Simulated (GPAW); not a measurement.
# Magnetic state of CrO2 from several starts

Does CrO2 prefer parallel or opposed moments, or none?

Program: GPAW 26.7.0. Level of theory: LDA; plane waves with GPAW's PAW setups, scalar-relativistic. Results are calculated unless marked as measured.

### 1. Starting point

It takes space group P4_2/mnm (No. 136, tetragonal). The conventional cell has a = 4.421 Å, b = 4.421 Å, c = 2.917 Å, α = 90.00°, β = 90.00°, γ = 90.00°. Cr has 6 O at 1.88 to 1.92 Å nearest. Nearest to O lie 3 Cr at 1.88 to 1.92 Å. Farther neighbours and most contacts between anions are not listed.

### 2. Run 1 (ferro ++)

Parallel moments need no larger cell; this start tests for a ferromagnetic state only.

Input file order1.py:

```python
import json
import numpy as np
from ase import Atoms
from ase.parallel import paropen, parprint
from gpaw import GPAW

atoms = Atoms(['Cr', 'Cr', 'O', 'O', 'O', 'O'],
    cell=[[4.421, 0.0, 0.0],
         [0.0, 4.421, 0.0],
         [0.0, 0.0, 2.917]],
    scaled_positions=[[0.0, 0.0, 0.0],
         [0.5, 0.5, 0.5],
         [0.301, 0.301, 0.0],
         [0.199, 0.801, 0.5],
         [0.699, 0.699, 0.0],
         [0.801, 0.199, 0.5]],
    pbc=True,
    magmoms=[3.0, 3.0, 0.0, 0.0, 0.0, 0.0])
atoms.calc = GPAW(mode={'name': 'pw', 'ecut': 700},
    xc='LDA',
    kpts={'size': (8, 8, 8), 'gamma': True},
    occupations={'name': 'fermi-dirac', 'width': 0.02},
    convergence={'density': 1e-05, 'energy': 1e-05},
    maxiter=200,
    symmetry={'tolerance': 1e-4},
    txt='order1.txt')
e = atoms.get_potential_energy(force_consistent=True)
res = {'free_energy': e, 'energy_sigma0': atoms.get_potential_energy(), 'fermi_energy': atoms.calc.get_fermi_level()}
res['moments'] = atoms.get_magnetic_moments().tolist()
res['total'] = atoms.get_magnetic_moment()
parprint('site moments (muB):', np.round(res['moments'], 3))
parprint(f"total moment: {res['total']:.3f} muB")
parprint(f'free energy: {e:.6f} eV')
atoms.calc.write('order1.gpw')
with paropen('results.json', 'w') as f:
    json.dump(res, f)
```

Launch:

```
$ OMP_NUM_THREADS=1 mpirun -n 4 gpaw python order1.py > order1.log
```

Output:

```text
site moments (muB): [ 1.996  1.996 -0.041 -0.041 -0.041 -0.041]
total moment: 4.000 muB
free energy: -56.044996 eV

--- order1.txt ---
Input parameters:
  mode=PW(ecut=700),
  convergence={'density': 1e-05, 'energy': 1e-05},
  kpts=MonkhorstPack(size=(8, 8, 8), gamma=True),
  maxiter=200,
  occupations=Occupations(name='fermi-dirac', width=0.02),
  symmetry=Symmetry(tolerance=0.0001),
  xc=XC(name='LDA')

Diagonalizing LCAO Hamiltonian
Converting LCAO to pw mode
    .----------.
   /|          |
  / |          |
 *  | O Cr     |
 |  .-----O----.
 | /       O  /
 |/  O       /
 Cr---------*

Atoms  # Å, Bohr magnetons
|   | symbol |        x |        y |        z |    initial magnetic moments |
|---|--------|----------|----------|----------|-----------------------------|
| 0 |     Cr | 0.000000 | 0.000000 | 0.000000 | ( 0.0000,  0.0000,  3.0000) |
| 1 |     Cr | 2.210500 | 2.210500 | 1.458500 | ( 0.0000,  0.0000,  3.0000) |
| 2 |      O | 1.330721 | 1.330721 | 0.000000 | ( 0.0000,  0.0000,  0.0000) |
| 3 |      O | 0.879779 | 3.541221 | 1.458500 | ( 0.0000,  0.0000,  0.0000) |
| 4 |      O | 3.090279 | 3.090279 | 0.000000 | ( 0.0000,  0.0000,  0.0000) |
| 5 |      O | 3.541221 | 0.879779 | 1.458500 | ( 0.0000,  0.0000,  0.0000) |

Unit cell  # Å
| periodic |        x |        y |        z |  lengths |    angles |
|----------|----------|----------|----------|----------|-----------|
|      yes | 4.421000 | 0.000000 | 0.000000 | 4.421000 | 90.000000 |
|      yes | 0.000000 | 4.421000 | 0.000000 | 4.421000 | 90.000000 |
|      yes | 0.000000 | 0.000000 | 2.917000 | 2.917000 | 90.000000 |

Number of symmetries: 8

BZ-sampling:
  Number of BZ points: 512
  Number of IBZ points: 105

  Monkhorst-Pack size: [8, 8, 8]
  Monkhorst-Pack shift: [0.0625, 0.0625, 0.0625]

K-points  # in reciprocal-cell coordinates
|     |                                coordinates |     weight |
|-----|--------------------------------------------|------------|
|   0 | (  0.00000000,   0.00000000,   0.00000000) | 0.00195312 |
|   1 | (  0.00000000,   0.00000000,   0.12500000) | 0.00390625 |
|   2 | (  0.00000000,   0.00000000,   0.25000000) | 0.00390625 |
|   3 | (  0.00000000,   0.00000000,   0.37500000) | 0.00390625 |
|   4 | (  0.00000000,   0.00000000,   0.50000000) | 0.00195312 |
|   5 | (  0.12500000,  -0.12500000,   0.00000000) | 0.00390625 |
|   6 | (  0.12500000,  -0.12500000,   0.12500000) | 0.00781250 |
|   7 | (  0.12500000,  -0.12500000,   0.25000000) | 0.00781250 |
|   8 | (  0.12500000,  -0.12500000,   0.37500000) | 0.00781250 |
|   9 | (  0.12500000,  -0.12500000,   0.50000000) | 0.00390625 |
| ... |                                            |            |
| 104 | (  0.50000000,   0.50000000,   0.50000000) | 0.00195312 |

Plane wave coefficients: 2420
Cutoff: 700.0 eV

Spin-components: 2 (collinear spins)
Bands:           30
Projectors:      32
Spin-degeneracy: 1
Datatype:        complex128

Parallelization:
  kpt:    4
  domain: 1
  band:   1

Density:
  Valence electrons: 36.0
  Components: 2
  Grid points: [27 27 18]
  Charge: 0.0  # |e|

Potential:
  Grid points: [27 27 18]

species:
  Cr:
    name:    Chromium
    Z:       24.0
    valence: 6
    core:    18
    charge:  0.0  # [|e|]
    compensation charges:
      type: gauss
      rc: 0.35  # [Å]
      lmax: 2
    cutoffs:
      filter: 2.14  # [Å]
      core: 3.04  # [Å]
    projectors
    | kind |    occ | energy [eV] | rcut [Å] |
    |------|--------|-------------|----------|
    |   4s |  1.000 |      -4.191 |    1.164 |
    |   4p |  0.000 |      -1.079 |    1.217 |
    |   3d |  5.000 |      -3.128 |    1.111 |
    |    s |        |      23.021 |    1.164 |
    |    p |        |      26.132 |    1.217 |
    |    d |        |      24.083 |    1.111 |

    Using partial waves for Cr as LCAO basis

  O:
    name:    Oxygen
    Z:       8.0
    valence: 6
    core:    2
    charge:  0.0  # [|e|]
    compensation charges:
      type: gauss
      rc: 0.21  # [Å]
      lmax: 2
    cutoffs:
      filter: 1.17  # [Å]
      core: 0.83  # [Å]
    projectors
    | kind |    occ | energy [eV] | rcut [Å] |
    |------|--------|-------------|----------|
    |   2s |  2.000 |     -23.752 |    0.688 |
    |   2p |  4.000 |      -9.195 |    0.598 |
    |    s |        |       3.459 |    0.688 |
    |    p |        |      18.016 |    0.598 |
    |    d |        |       0.000 |    0.619 |

    Using partial waves for O as LCAO basis

Reference energy: -65164.998997  # eV

eigensolver:
  PPCG
  Converge bands: occupied
  niter=2

density mixing:
  MSR1-Mixer
  Pratt-step length: 0.05
  Maximum mixing coefficient: 0.75
  Old densities: 10
  SVD Regularization: 0.005
  Good broyden scale: 1.0
  Trust region scale: 1.0
  Backstep threshold: 4.0
  History deletion threshold: 6.0
  Fourier metric: weight=20.0, sigma=0.015

occupation numbers:
  Fermi-Dirac:
    width: 0.0200  # eV

poisson solver:
  ecut: 5600.0  # eV

xc functional:
  name: None

convergence criteria:
- Maximum integral of absolute [dens]ity change: 1e-05 electrons / valence electron
- Maximum [total energy] change in last 3 cyles: 1e-05 eV / valence electron
- Maximum integral of absolute [eigenst]ate change: 4e-08 eV^2 / valence electron
maximum number of iterations: 200

SCF iterations
|iter     |      energy | eigst |  dens |  magmom |
|---------|-------------|-------|-------|---------|
|iter:   1|       0s |  -60.295576 | +0.40 |       |  +5.9705|
|iter:   2|       7s |  -58.403487 | -1.45 | -0.63 |  +5.8720|
|iter:   3|      13s |  -56.199070 | -0.90 | -0.70 |  +5.2144|
|iter:   4|      20s |  -56.036191 | -1.77 | -1.03 |  +4.9167|
|iter:   5|      27s |  -56.043934 | -2.02 | -1.19 |  +4.3648|
|iter:   6|      34s |  -56.105542 | -2.57 | -1.52 |  +4.2527|
|iter:   7|      40s |  -56.042585 | -2.77 | -1.43 |  +4.0567|
|iter:   8|      48s |  -56.043076 | -3.62 | -2.26 |  +4.0111|
|iter:   9|      55s |  -56.043512 | -4.17 | -2.69 |  +3.9966|
|iter:  10|      62s |  -56.043443 | -4.65 | -2.98 |  +3.9988|
|iter:  11|      69s |  -56.043428c| -5.07 | -3.38 |  +3.9990|
|iter:  12|      76s |  -56.043431c| -5.89 | -3.89 |  +3.9994|
|iter:  13|      82s |  -56.043433c| -6.29 | -4.20 |  +3.9999|
|iter:  14|      88s |  -56.043433c| -6.62 | -4.61 |  +4.0000|
|iter:  15|      93s |  -56.043434c| -7.09 | -5.20c|  +4.0000|
|iter:  16|      97s |  -56.043434c| -7.38 | -5.60c|  +4.0000|
|iter:  17|     101s |  -56.043434c| -7.77c| -6.11c|  +4.0000|

Converged in 17 steps
Energy contributions relative to reference atoms: (reference = -65164.998997)

Energy contributions:
  Kinetic:         -11.205356
  Coulomb:          -8.235251
  Zero:              1.313323
  External:          0.000000
  Xc:              -37.914588
  Entropy:          -0.003124
  Spinorbit:         0.000000
  ----------------------------
  Free energy:     -56.044996
  Extrapolated:    -56.043434

dipole moment: (-11.147143, -11.147143, -23.692558)  # |e|*Ang

Total magnetic moment: (0.000000, 0.000000, 4.000001)

Local magnetic moments
|        x |        y |         z |
|----------|----------|-----------|
| 0.000000 | 0.000000 |  1.996142 |  # Cr   0
| 0.000000 | 0.000000 |  1.996144 |  # Cr   1
| 0.000000 | 0.000000 | -0.041166 |  # O    2
| 0.000000 | 0.000000 | -0.041165 |  # O    3
| 0.000000 | 0.000000 | -0.041166 |  # O    4
| 0.000000 | 0.000000 | -0.041165 |  # O    5

Fermi level: 6.190
Eigenvalues  # (at kpt = [0.000, 0.000, 0.000])
| band index |      eig [eV] | occ [0-1] |      eig [eV] | occ [0-1] |
|------------|---------------|-----------|---------------|-----------|
|          0 |       -13.355 |     1.000 |       -13.332 |     1.000 |
|        ... |               |           |               |           |
|         11 |         2.717 |     1.000 |         2.765 |     1.000 |
|         12 |         4.562 |     1.000 |         4.551 |     1.000 |
|         13 |         4.666 |     1.000 |         4.894 |     1.000 |
|         14 |         4.901 |     1.000 |         4.894 |     1.000 |
|         15 |         4.975 |     1.000 |         5.337 |     1.000 |
|         16 |         4.975 |     1.000 |         6.759 |     0.000 |
|         17 |         5.069 |     1.000 |         6.807 |     0.000 |
|         18 |         5.069 |     1.000 |         7.050 |     0.000 |
|         19 |         5.092 |     1.000 |         7.062 |     0.000 |
|         20 |         5.523 |     1.000 |         7.062 |     0.000 |
|         21 |         7.223 |     0.000 |         8.684 |     0.000 |
|         22 |         7.356 |     0.000 |         8.941 |     0.000 |
|         23 |         9.700 |     0.000 |        10.370 |     0.000 |
|         24 |         9.708 |     0.000 |        10.796 |     0.000 |
|         25 |         9.708 |     0.000 |        10.796 |     0.000 |
|        ... |               |           |               |           |
|         29 |        13.754 |     0.000 |        15.306 |     0.000 |

No gap
No difference between direct/indirect transitions
```

Wall time 1.9 min (4 MPI ranks of Arm Neoverse V1, shared host); peak memory 1 GiB; 7.6 min of CPU time.

Spin moment in the augmentation sphere by atom:

| atom | spin moment in the augmentation sphere (μB) |
| --- | --- |
| Cr1 | 2.00 |
| Cr2 | 2.00 |
| O3 | -0.04 |
| O4 | -0.04 |
| O5 | -0.04 |
| O6 | -0.04 |

This step gave:

- magnetization: 4.000 μB
- final state: ferromagnetic

After 17 cycles the largest moment stands at 2.00 μB.

[end of part 1 of 2]

[Logs and program files are shortened in this print: banners, set-up blocks, solver, clock and traceback lines can be left out without a mark of their own.]

[Logs are printed without paths, hosts, clocks, repeated set-up lines and the standing remarks that a program may print on its own settings, such as how far it seeks lower states.]

[Hosts, paths, dates, database ids (printed as entryN), source tags and the programs' standing remarks are cut or masked in the printed files.]

[Where a cell is said to come from a database of computed structures, the database is the Materials Project.]
